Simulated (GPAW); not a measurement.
**Core-hole calculation of the Cu K edge in CuSe2 (Pnnm)**

What does one-electron theory with a core hole give for the Cu K edge of CuSe2 (Pnnm)?

Calculated with GPAW 26.7.0; X-ray absorption from dipole matrix elements to empty bands, plane-wave PAW LDA.

Most raw output is cut from this account.

## 1. Starting point

The structure is orthorhombic, space group Pnnm (No. 58). The conventional cell has a = 5.025 Å, b = 6.194 Å, c = 3.745 Å, α = 90.00°, β = 90.00°, γ = 90.00°. Nearest to Se lie 1 Se at 2.33 Å and 3 Cu at 2.56 Å. Nearest to Cu lie 6 Se at 2.56 Å. Farther neighbours and most contacts between anions are not listed.

Coordinates:

```
Se Cu
1.0
     5.02520    0.00000    0.00000
     0.00000    6.19410    0.00000
     0.00000    0.00000    3.74470
Se Cu
4 2
Direct
  0.68350 0.11510 0.50000
  0.31650 0.88490 0.50000
  0.18350 0.38490 0.00000
  0.81650 0.61510 0.00000
  0.50000 0.50000 0.50000
  0.00000 0.00000 0.00000
```

## 2. The field without a hole

The ground state comes first: it tells whether the system has a gap, which decides how the excited electron is treated.

scf.py

```python
import numpy as np
from ase import Atoms
from ase.parallel import parprint, paropen
from gpaw import GPAW, PW, FermiDirac, Mixer, MixerDif, setup_paths
from gpaw.test import gen
setup_paths.insert(0, '.')
gen('Cu', name='nch1s', xcname='LDA', corehole=(1, 0, 0), write_xml=True)
from gpaw.mpi import world
world.barrier()

atoms = Atoms('Se4Cu2',
    cell=[[5.0252, 0, 0],
     [0, 6.1941, 0],
     [0, 0, 3.7447]],
    scaled_positions=[[0.6835, 0.1151, 0.5],
     [0.3165, 0.8849, 0.5],
     [0.1835, 0.3849, 0],
     [0.8165, 0.6151, 0],
     [0.5, 0.5, 0.5],
     [0, 0, 0]],
    pbc=True)
atoms.calc = calc = GPAW(legacy_gpaw=True, mode=PW(430, force_complex_dtype=True), xc='LDA', setups={4: 'nch1s'},
    kpts={'size': (5, 4, 7), 'gamma': True}, occupations=FermiDirac(0.05),
    charge=0, mixer=Mixer(0.1, 5, 50), maxiter=150,
    convergence={'density': 0.0001, 'eigenstates': 1e-6}, txt='scf.txt')
energy = atoms.get_potential_energy() + calc.get_reference_energy()
ef = calc.get_fermi_level()
out = dict(energy=energy, fermi=ef, forces=atoms.get_forces().tolist())
parprint(f'all-electron energy {energy:.4f} eV, Fermi level {ef:.4f} eV')
ev = np.array([[calc.get_eigenvalues(k, s) for k in range(len(calc.get_ibz_k_points()))] for s in range(calc.get_number_of_spins())])
out['homo'], out['lumo'], out['counts'] = ev[ev < ef].max(), ev[ev > ef].min(), sorted(set((ev < ef).sum((0, 2)).tolist()))
out['filled'] = (ev[:, 0] < ef).sum(1).tolist()
import json
with paropen('out.json', 'w') as f:
    json.dump(out, f)
```

Run with:

```
OMP_NUM_THREADS=1 mpirun -n 4 gpaw python scf.py
```

Wall time 15 s (4 MPI ranks of Intel Xeon Platinum 8488C (Sapphire Rapids), shared host); peak memory 0.22 GiB; 57 s of CPU time.

The mesh shows no gap, so the system is treated as a metal and the core electron is put at the Fermi level (neutral cell).

## 3. Spectrum without a core hole, Cu atom 5

This cheap baseline ignores the attraction of the hole: it shows the absorber's empty states as they are in the ground state. The data set with a hole of occupation 0 only carries the core orbital.

The absorber has 6 Se at 2.56 Å (octahedral, site symmetry 2/m).

xas.py

```python
import numpy as np
from ase import Atoms
from ase.parallel import parprint, paropen
from gpaw import GPAW, PW, FermiDirac, Mixer, MixerDif, setup_paths
from gpaw.test import gen
setup_paths.insert(0, '.')
gen('Cu', name='nch1s', xcname='LDA', corehole=(1, 0, 0), write_xml=True)
from gpaw.mpi import world
world.barrier()

atoms = Atoms('Se4Cu2',
    cell=[[5.0252, 0, 0],
     [0, 6.1941, 0],
     [0, 0, 3.7447]],
    scaled_positions=[[0.6835, 0.1151, 0.5],
     [0.3165, 0.8849, 0.5],
     [0.1835, 0.3849, 0],
     [0.8165, 0.6151, 0],
     [0.5, 0.5, 0.5],
     [0, 0, 0]],
    pbc=True)
atoms.calc = calc = GPAW(legacy_gpaw=True, mode=PW(430, force_complex_dtype=True), xc='LDA', setups={4: 'nch1s'},
    kpts={'size': (7, 6, 9), 'gamma': True}, occupations=FermiDirac(0.1),
    charge=0, mixer=Mixer(0.1, 5, 50), maxiter=150,
    convergence={'density': 0.0001, 'eigenstates': 1e-6}, txt='scf.txt')
energy = atoms.get_potential_energy() + calc.get_reference_energy()
ef = calc.get_fermi_level()
out = dict(energy=energy, fermi=ef, forces=atoms.get_forces().tolist())
parprint(f'all-electron energy {energy:.4f} eV, Fermi level {ef:.4f} eV')
ev = np.array([[calc.get_eigenvalues(k, s) for k in range(len(calc.get_ibz_k_points()))] for s in range(calc.get_number_of_spins())])
out['homo'], out['lumo'], out['counts'] = ev[ev < ef].max(), ev[ev > ef].min(), sorted(set((ev < ef).sum((0, 2)).tolist()))
out['filled'] = (ev[:, 0] < ef).sum(1).tolist()

from ase.units import Ha
from gpaw.xas import dipole_matrix_elements
nb = int(calc.get_number_of_electrons() / 2) + 72
top, nb = nb, nb + 8 + nb // 12
nscf = calc.fixed_density(kpts={'size': (4, 3, 5), 'gamma': True}, nbands=nb,
    convergence={'bands': top, 'eigenstates': 5e-3}, maxiter=60, txt='nscf.txt')
cell = atoms.cell.array
ops = [cell.T @ U.T @ np.linalg.inv(cell.T) for U in nscf.wfs.kd.symmetry.op_scc]
E = np.arange(-25, 34, 0.1)
fwhm = np.interp(E, [4, 25], [1.55, 3.5])
Y, X, zero, highest = 0, 0, 1e9, 1e9
for spin in range(nscf.get_number_of_spins()):
    wfs = nscf.wfs
    mine = wfs.bd.get_slice()  # this rank's bands
    A = dipole_matrix_elements(wfs.setups[4])
    eps = np.zeros((wfs.kd.nibzkpts, nb))
    d = np.zeros((3, A.shape[1], wfs.kd.nibzkpts, nb), complex)
    for kpt in wfs.kpt_u:
        if kpt.s == spin and 4 in kpt.P_ani:
            eps[kpt.k, mine] = kpt.eps_n * Ha
            d[:, :, kpt.k, mine] = (kpt.weight * wfs.nspins / 2) ** 0.5 * np.inner(A, kpt.P_ani[4])
    world.sum(eps)
    world.sum(d)
    T = np.einsum('amkn,bmkn->abkn', d, d.conj()).real
    T = sum(np.einsum('ai,ijkn,bj->abkn', R, T, R) for R in ops) / len(ops)
    empty = eps > ef
    zero, highest = min(zero, eps[empty].min()), min(highest, eps[:, top - 1].min())
    lines = [(eps, T, empty)] if spin == 0 else lines + [(eps, T, empty)]
for eps, T, empty in lines:
    f = np.einsum('aakn->akn', T).reshape(3, -1)
    x = eps.ravel() - zero
    w = np.interp(x, E, fwhm) / 2.35482
    g = np.exp(-0.5 * ((E[:, None] - x) / w) ** 2) / (w * (2 * np.pi) ** 0.5)
    Y = Y + (f * empty.ravel()) @ g.T
    X = X + (f * ~empty.ravel()) @ g.T
out.update(E=E.round(2).tolist(), xas=Y.tolist(), xes=X.tolist(), zero=zero, valid=highest - zero, nk=len(eps), nb=nb)
for i in range(0, len(E), 10):
    parprint(f'{E[i]:7.2f}', *(f'{v:10.3e}' for v in Y[:, i]))
import json
with paropen('out.json', 'w') as f:
    json.dump(out, f)
```

Run with:

```
OMP_NUM_THREADS=1 mpirun -n 4 gpaw python xas.py
```

Run time: 36 s. Hardware: 4 MPI ranks; peak memory 0.31 GiB; 2.4 min of CPU time.

The Cu K spectrum, Cu atom 5, no core hole (energy from the lowest empty level; intensity scaled to a mean of 1 over the first 20 eV; polarised curves are means over the symmetry-equivalent atoms):

```
E (eV)  isotropic  ε ∥ x  ε ∥ y  ε ∥ z
 -2.00       0.00   0.00   0.00   0.00
 -1.25       0.00   0.00   0.01   0.01
 -0.50       0.03   0.02   0.04   0.04
  0.25       0.08   0.05   0.08   0.09
  1.00       0.10   0.10   0.10   0.11
  1.75       0.12   0.14   0.10   0.13
  2.50       0.08   0.09   0.07   0.09
  3.25       0.08   0.08   0.07   0.10
  4.00       0.20   0.22   0.22   0.17
  4.75       0.46   0.50   0.56   0.31
  5.50       0.92   0.95   1.00   0.80
  6.25       1.54   1.52   1.42   1.68
  7.00       1.92   1.85   1.65   2.28
  7.75       1.84   1.81   1.67   2.04
  8.50       1.54   1.61   1.59   1.42
  9.25       1.31   1.42   1.49   1.03
 10.00       1.24   1.33   1.45   0.93
 10.75       1.27   1.28   1.48   1.04
 11.50       1.34   1.28   1.45   1.29
 12.25       1.38   1.32   1.31   1.51
 13.00       1.36   1.32   1.19   1.57
 13.75       1.32   1.29   1.18   1.49
 14.50       1.26   1.22   1.23   1.33
 15.25       1.16   1.12   1.23   1.14
 16.00       1.05   1.04   1.13   0.99
 16.75       0.99   1.00   1.02   0.94
 17.50       0.99   1.01   0.97   0.99
 18.25       1.04   1.03   0.99   1.10
 19.00       1.08   1.02   1.03   1.18
 19.75       1.08   1.00   1.05   1.18
 20.50       1.05   0.99   1.06   1.11
 21.25       1.04   1.03   1.06   1.02
 22.00       1.04   1.09   1.04   0.98
 22.75       1.05   1.14   1.01   0.99
 23.50       1.07   1.15   1.00   1.04
 24.25       1.08   1.12   1.01   1.10
 25.00       1.09   1.07   1.06   1.15
 25.75       1.11   1.03   1.13   1.16
 26.50       1.12   1.04   1.20   1.13
 27.25       1.13   1.08   1.23   1.07
 28.00       1.12   1.13   1.22   1.02
 28.75       1.10   1.16   1.16   0.98
 29.50       1.06   1.14   1.08   0.97
 30.25       1.03   1.09   1.01   0.98
 31.00       1.00   1.03   0.96   1.01
 31.75       0.98   0.98   0.93   1.03
```

Main maxima below 30 eV (height): 1.6 eV (0.12), 7.2 eV (1.94), 12.2 eV (1.38), 19.4 eV (1.08) and 27.4 eV (1.13). A K edge sees empty p states on the absorber.

The same matrix elements for filled bands give the Cu K emission of Cu atom 5 (ground-state approximation; energy from the lowest empty level, largest value 1):

```csv
E (eV),emission
-24.00,0.00
-23.25,0.00
-22.50,0.00
-21.75,0.00
-21.00,0.00
-20.25,0.00
-19.50,0.00
-18.75,0.00
-18.00,0.00
-17.25,0.00
-16.50,0.01
-15.75,0.03
-15.00,0.07
-14.25,0.05
-13.50,0.03
-12.75,0.10
-12.00,0.14
-11.25,0.06
-10.50,0.01
-9.75,0.00
-9.00,0.00
-8.25,0.00
-7.50,0.03
-6.75,0.15
-6.00,0.31
-5.25,0.42
-4.50,0.58
-3.75,0.83
-3.00,1.00
-2.25,0.89
-1.50,0.68
-0.75,0.52
0.00,0.27
0.75,0.06
1.50,0.01
2.25,0.00
3.00,0.00
```

Emission maxima: -12.2 eV (0.15) and -3.0 eV (1.00).

## 4. Reference energy of the supercell

The photon energy needs a difference of total energies, so the cell and mesh of the coming hole run are first run without a hole.

scf.py, as its differences from that of step 2:

```diff
@@ -10,15 +10,21 @@
 
-atoms = Atoms('Se4Cu2',
-    cell=[[5.0252, 0, 0],
-     [0, 6.1941, 0],
-     [0, 0, 3.7447]],
-    scaled_positions=[[0.6835, 0.1151, 0.5],
-     [0.3165, 0.8849, 0.5],
-     [0.1835, 0.3849, 0],
-     [0.8165, 0.6151, 0],
-     [0.5, 0.5, 0.5],
-     [0, 0, 0]],
+atoms = Atoms('Se8Cu4',
+    cell=[[-5.0252, 0, -3.7447],
+     [5.0252, 0, -3.7447],
+     [0, -6.1941, -3.7447]],
+    scaled_positions=[[0.4658, 0.1493, 0.8849],
+     [0.9658, 0.6493, 0.8849],
+     [0.0342, 0.3507, 0.1151],
+     [0.5342, 0.8507, 0.1151],
+     [0.1007, 0.2842, 0.6151],
+     [0.6007, 0.7842, 0.6151],
+     [0.8993, 0.7158, 0.3849],
+     [0.3993, 0.2158, 0.3849],
+     [0.75, 0.25, 0.5],
+     [0.25, 0.75, 0.5],
+     [0, 0, 0],
+     [0.5, 0.5, 0]],
     pbc=True)
-atoms.calc = calc = GPAW(legacy_gpaw=True, mode=PW(430, force_complex_dtype=True), xc='LDA', setups={4: 'nch1s'},
-    kpts={'size': (5, 4, 7), 'gamma': True}, occupations=FermiDirac(0.05),
+atoms.calc = calc = GPAW(legacy_gpaw=True, mode=PW(430, force_complex_dtype=True), xc='LDA', setups={8: 'nch1s'},
+    kpts={'size': (3, 3, 3), 'gamma': True}, occupations=FermiDirac(0.1),
     charge=0, mixer=Mixer(0.1, 5, 50), maxiter=150,
```

Run with:

```
OMP_NUM_THREADS=1 mpirun -n 4 gpaw python scf.py
```

The job ended after 19 s (4 MPI ranks; peak memory 0.24 GiB).

Reference energy: -707994.461 eV with the cores included.

## 5. Spectrum with XCH, Cu atom 5

The holes are 6.3 Å apart. In GPAW the data set carries the hole's charge, so charge=0 means a charged cell and charge=-1 a neutral one. The excited electron is kept in the cell, where it fills the lowest empty states and screens the hole. After the field has converged, empty bands are computed with the density fixed and the dipole matrix elements are summed.

xas.py, as its differences from that of step 3:

```diff
@@ -6,3 +6,3 @@
 setup_paths.insert(0, '.')
-gen('Cu', name='nch1s', xcname='LDA', corehole=(1, 0, 0), write_xml=True)
+gen('Cu', name='fch1s', xcname='LDA', corehole=(1, 0, 1), write_xml=True)
 from gpaw.mpi import world
@@ -10,16 +10,22 @@
 
-atoms = Atoms('Se4Cu2',
-    cell=[[5.0252, 0, 0],
-     [0, 6.1941, 0],
-     [0, 0, 3.7447]],
-    scaled_positions=[[0.6835, 0.1151, 0.5],
-     [0.3165, 0.8849, 0.5],
-     [0.1835, 0.3849, 0],
-     [0.8165, 0.6151, 0],
-     [0.5, 0.5, 0.5],
-     [0, 0, 0]],
+atoms = Atoms('Se8Cu4',
+    cell=[[-5.0252, 0, -3.7447],
+     [5.0252, 0, -3.7447],
+     [0, -6.1941, -3.7447]],
+    scaled_positions=[[0.4658, 0.1493, 0.8849],
+     [0.9658, 0.6493, 0.8849],
+     [0.0342, 0.3507, 0.1151],
+     [0.5342, 0.8507, 0.1151],
+     [0.1007, 0.2842, 0.6151],
+     [0.6007, 0.7842, 0.6151],
+     [0.8993, 0.7158, 0.3849],
+     [0.3993, 0.2158, 0.3849],
+     [0.75, 0.25, 0.5],
+     [0.25, 0.75, 0.5],
+     [0, 0, 0],
+     [0.5, 0.5, 0]],
     pbc=True)
-atoms.calc = calc = GPAW(legacy_gpaw=True, mode=PW(430, force_complex_dtype=True), xc='LDA', setups={4: 'nch1s'},
-    kpts={'size': (7, 6, 9), 'gamma': True}, occupations=FermiDirac(0.1),
-    charge=0, mixer=Mixer(0.1, 5, 50), maxiter=150,
+atoms.calc = calc = GPAW(legacy_gpaw=True, mode=PW(430, force_complex_dtype=True), xc='LDA', setups={8: 'fch1s'},
+    kpts={'size': (3, 3, 3), 'gamma': True}, occupations=FermiDirac(0.1),
+    charge=-1, mixer=Mixer(0.1, 5, 50), maxiter=150,
     convergence={'density': 0.0001, 'eigenstates': 1e-6}, txt='scf.txt')
@@ -35,5 +41,5 @@
 from gpaw.xas import dipole_matrix_elements
-nb = int(calc.get_number_of_electrons() / 2) + 72
+nb = int(calc.get_number_of_electrons() / 2) + 141
 top, nb = nb, nb + 8 + nb // 12
-nscf = calc.fixed_density(kpts={'size': (4, 3, 5), 'gamma': True}, nbands=nb,
+nscf = calc.fixed_density(kpts={'size': (3, 3, 3), 'gamma': True}, nbands=nb,
     convergence={'bands': top, 'eigenstates': 5e-3}, maxiter=60, txt='nscf.txt')
@@ -41,3 +47,3 @@
 ops = [cell.T @ U.T @ np.linalg.inv(cell.T) for U in nscf.wfs.kd.symmetry.op_scc]
-E = np.arange(-25, 34, 0.1)
+E = np.arange(-6, 34, 0.1)
 fwhm = np.interp(E, [4, 25], [1.55, 3.5])
@@ -47,3 +53,3 @@
     mine = wfs.bd.get_slice()  # this rank's bands
-    A = dipole_matrix_elements(wfs.setups[4])
+    A = dipole_matrix_elements(wfs.setups[8])
     eps = np.zeros((wfs.kd.nibzkpts, nb))
@@ -51,5 +57,5 @@
     for kpt in wfs.kpt_u:
-        if kpt.s == spin and 4 in kpt.P_ani:
+        if kpt.s == spin and 8 in kpt.P_ani:
             eps[kpt.k, mine] = kpt.eps_n * Ha
-            d[:, :, kpt.k, mine] = (kpt.weight * wfs.nspins / 2) ** 0.5 * np.inner(A, kpt.P_ani[4])
+            d[:, :, kpt.k, mine] = (kpt.weight * wfs.nspins / 2) ** 0.5 * np.inner(A, kpt.P_ani[8])
     world.sum(eps)
```

Run with:

```
OMP_NUM_THREADS=1 mpirun -n 4 gpaw python xas.py
```

Run time: 61 s. Hardware: 4 MPI ranks; peak memory 0.33 GiB; 4 min of CPU time.

The Cu K spectrum, Cu atom 5, excited-electron core hole (neutral cell) (energy from the lowest empty level; intensity scaled to a mean of 1 over the first 20 eV; polarised curves are means over the symmetry-equivalent atoms):

| E (eV) | isotropic | ε ∥ x | ε ∥ y | ε ∥ z |
| --- | --- | --- | --- | --- |
| -2.0 | 0.00 | 0.00 | 0.00 | 0.00 |
| -1.0 | 0.01 | 0.01 | 0.01 | 0.01 |
| 0.0 | 0.05 | 0.04 | 0.06 | 0.04 |
| 1.0 | 0.12 | 0.13 | 0.11 | 0.12 |
| 2.0 | 0.14 | 0.14 | 0.11 | 0.15 |
| 3.0 | 0.11 | 0.13 | 0.08 | 0.12 |
| 4.0 | 0.39 | 0.42 | 0.45 | 0.31 |
| 5.0 | 1.22 | 1.30 | 1.33 | 1.03 |
| 6.0 | 2.19 | 2.19 | 1.94 | 2.42 |
| 7.0 | 2.06 | 1.96 | 1.85 | 2.38 |
| 8.0 | 1.48 | 1.57 | 1.61 | 1.27 |
| 9.0 | 1.16 | 1.17 | 1.44 | 0.87 |
| 10.0 | 1.12 | 1.09 | 1.30 | 0.96 |
| 11.0 | 1.24 | 1.27 | 1.25 | 1.21 |
| 12.0 | 1.29 | 1.31 | 1.11 | 1.44 |
| 13.0 | 1.19 | 1.17 | 1.05 | 1.35 |
| 14.0 | 1.04 | 0.98 | 1.04 | 1.11 |
| 15.0 | 0.92 | 0.86 | 0.97 | 0.93 |
| 16.0 | 0.90 | 0.85 | 0.98 | 0.87 |
| 17.0 | 0.95 | 0.91 | 1.02 | 0.92 |
| 18.0 | 0.96 | 0.96 | 0.92 | 1.00 |
| 19.0 | 0.93 | 0.98 | 0.80 | 1.02 |
| 20.0 | 0.92 | 0.97 | 0.82 | 0.97 |
| 21.0 | 0.95 | 0.94 | 0.97 | 0.93 |
| 22.0 | 0.99 | 0.92 | 1.09 | 0.94 |
| 23.0 | 1.00 | 0.96 | 1.06 | 0.97 |
| 24.0 | 0.99 | 1.05 | 0.93 | 1.00 |
| 25.0 | 1.00 | 1.11 | 0.88 | 1.01 |
| 26.0 | 1.02 | 1.10 | 0.98 | 1.00 |
| 27.0 | 1.03 | 1.00 | 1.11 | 0.96 |
| 28.0 | 1.00 | 0.90 | 1.15 | 0.93 |
| 29.0 | 0.95 | 0.87 | 1.07 | 0.91 |
| 30.0 | 0.91 | 0.91 | 0.93 | 0.89 |
| 31.0 | 0.89 | 0.96 | 0.82 | 0.88 |
| 32.0 | 0.90 | 0.99 | 0.80 | 0.92 |

Main maxima below 30 eV (height): 1.6 eV (0.15), 6.4 eV (2.28), 11.8 eV (1.29) and 26.6 eV (1.03). 

The total-energy difference is 8991.01 eV. One term is added: -29.79 eV, since the hole is spin-paired here and a spin-polarised one costs that much less in the free atom (computed apart). The photon energy is then 8961.22 eV. The tabulated edge of the element is 8979 eV. The functional leaves an error in such absolute values: in the free atom LDA prices this hole 18.3 eV below PBE (computed apart), and PBE is itself good to a few eV.

## 6. Spectrum with HCH, Cu atom 5

The holes are 6.3 Å apart. The data set carries half a charge, which charge=0 leaves uncompensated but for the background. Half a hole is Slater's transition state, a compromise that weakens the attraction. After the field has converged, empty bands are computed with the density fixed and the dipole matrix elements are summed.

Changed against the first core-hole run: core hole from full to half.

xas.py, as its differences from that of step 5:

```diff
@@ -6,3 +6,3 @@
 setup_paths.insert(0, '.')
-gen('Cu', name='fch1s', xcname='LDA', corehole=(1, 0, 1), write_xml=True)
+gen('Cu', name='hch1s', xcname='LDA', corehole=(1, 0, 0.5), write_xml=True)
 from gpaw.mpi import world
@@ -27,5 +27,5 @@
     pbc=True)
-atoms.calc = calc = GPAW(legacy_gpaw=True, mode=PW(430, force_complex_dtype=True), xc='LDA', setups={8: 'fch1s'},
+atoms.calc = calc = GPAW(legacy_gpaw=True, mode=PW(430, force_complex_dtype=True), xc='LDA', setups={8: 'hch1s'},
     kpts={'size': (3, 3, 3), 'gamma': True}, occupations=FermiDirac(0.1),
-    charge=-1, mixer=Mixer(0.1, 5, 50), maxiter=150,
+    charge=0, mixer=Mixer(0.1, 5, 50), maxiter=150,
     convergence={'density': 0.0001, 'eigenstates': 1e-6}, txt='scf.txt')
```

The job ended after 63 s (4 MPI ranks; peak memory 0.34 GiB; 4.2 min of CPU time).

| E (eV) | first run | this run |
| --- | --- | --- |
| -2.0 | 0.00 | 0.00 |
| -1.0 | 0.01 | 0.01 |
| 0.0 | 0.05 | 0.05 |
| 1.0 | 0.12 | 0.09 |
| 2.0 | 0.14 | 0.13 |
| 3.0 | 0.11 | 0.07 |
| 4.0 | 0.39 | 0.19 |
| 5.0 | 1.22 | 0.63 |
| 6.0 | 2.19 | 1.48 |
| 7.0 | 2.06 | 2.04 |
| 8.0 | 1.48 | 1.81 |
| 9.0 | 1.16 | 1.41 |
| 10.0 | 1.12 | 1.21 |
| 11.0 | 1.24 | 1.23 |
| 12.0 | 1.29 | 1.34 |
| 13.0 | 1.19 | 1.36 |
| 14.0 | 1.04 | 1.26 |
| 15.0 | 0.92 | 1.09 |
| 16.0 | 0.90 | 0.99 |
| 17.0 | 0.95 | 1.00 |
| 18.0 | 0.96 | 1.03 |
| 19.0 | 0.93 | 1.02 |
| 20.0 | 0.92 | 0.99 |
| 21.0 | 0.95 | 1.01 |
| 22.0 | 0.99 | 1.05 |
| 23.0 | 1.00 | 1.06 |
| 24.0 | 0.99 | 1.04 |
| 25.0 | 1.00 | 1.05 |
| 26.0 | 1.02 | 1.09 |
| 27.0 | 1.03 | 1.12 |
| 28.0 | 1.00 | 1.11 |
| 29.0 | 0.95 | 1.06 |
| 30.0 | 0.91 | 1.00 |
| 31.0 | 0.89 | 0.96 |
| 32.0 | 0.90 | 0.94 |

Against the first run the r.m.s. difference is 19 %. A shift of +0.8 eV leaves 8 %. The highest intensity below 24 eV goes from 6.4 eV (2.28) to 7.2 eV (2.04).

## 7. Cell without a hole, the energy reference

The cell and mesh change for the next run, so it gets a reference energy of its own.

scf.py, as its differences from that of step 4:

```diff
@@ -10,21 +10,15 @@
 
-atoms = Atoms('Se8Cu4',
-    cell=[[-5.0252, 0, -3.7447],
-     [5.0252, 0, -3.7447],
-     [0, -6.1941, -3.7447]],
-    scaled_positions=[[0.4658, 0.1493, 0.8849],
-     [0.9658, 0.6493, 0.8849],
-     [0.0342, 0.3507, 0.1151],
-     [0.5342, 0.8507, 0.1151],
-     [0.1007, 0.2842, 0.6151],
-     [0.6007, 0.7842, 0.6151],
-     [0.8993, 0.7158, 0.3849],
-     [0.3993, 0.2158, 0.3849],
-     [0.75, 0.25, 0.5],
-     [0.25, 0.75, 0.5],
-     [0, 0, 0],
-     [0.5, 0.5, 0]],
+atoms = Atoms('Se4Cu2',
+    cell=[[0, 0, 3.7447],
+     [5.0252, 0, 0],
+     [0, 6.1941, 0]],
+    scaled_positions=[[0.5, 0.6835, 0.1151],
+     [0.5, 0.3165, 0.8849],
+     [0, 0.1835, 0.3849],
+     [0, 0.8165, 0.6151],
+     [0.5, 0.5, 0.5],
+     [0, 0, 0]],
     pbc=True)
-atoms.calc = calc = GPAW(legacy_gpaw=True, mode=PW(430, force_complex_dtype=True), xc='LDA', setups={8: 'nch1s'},
-    kpts={'size': (3, 3, 3), 'gamma': True}, occupations=FermiDirac(0.1),
+atoms.calc = calc = GPAW(legacy_gpaw=True, mode=PW(430, force_complex_dtype=True), xc='LDA', setups={4: 'nch1s'},
+    kpts={'size': (4, 3, 3), 'gamma': True}, occupations=FermiDirac(0.1),
     charge=0, mixer=Mixer(0.1, 5, 50), maxiter=150,
```

Run with:

```
OMP_NUM_THREADS=1 mpirun -n 4 gpaw python scf.py
```

It took 8.1 s on 4 MPI ranks; peak memory 0.2 GiB; 31 s of CPU time.

[end of part 1 of 2]

[Logs are printed without paths, hosts, clocks, repeated set-up lines and the standing remarks that a program may print on its own settings, such as how far it seeks lower states.]

[Hosts, paths, dates, database ids (printed as entryN), source tags and the programs' standing remarks are cut or masked in the printed files.]

[Lists of maxima count a maximum above −3 eV only where it reaches 4 % of the highest in the window and stands out from its surroundings by 2 % of it (1.5 % where it reaches 55 %); shoulders and weaker maxima are passed over, and of the rest the first, up to two pre-edge ones and the few strongest are named.]
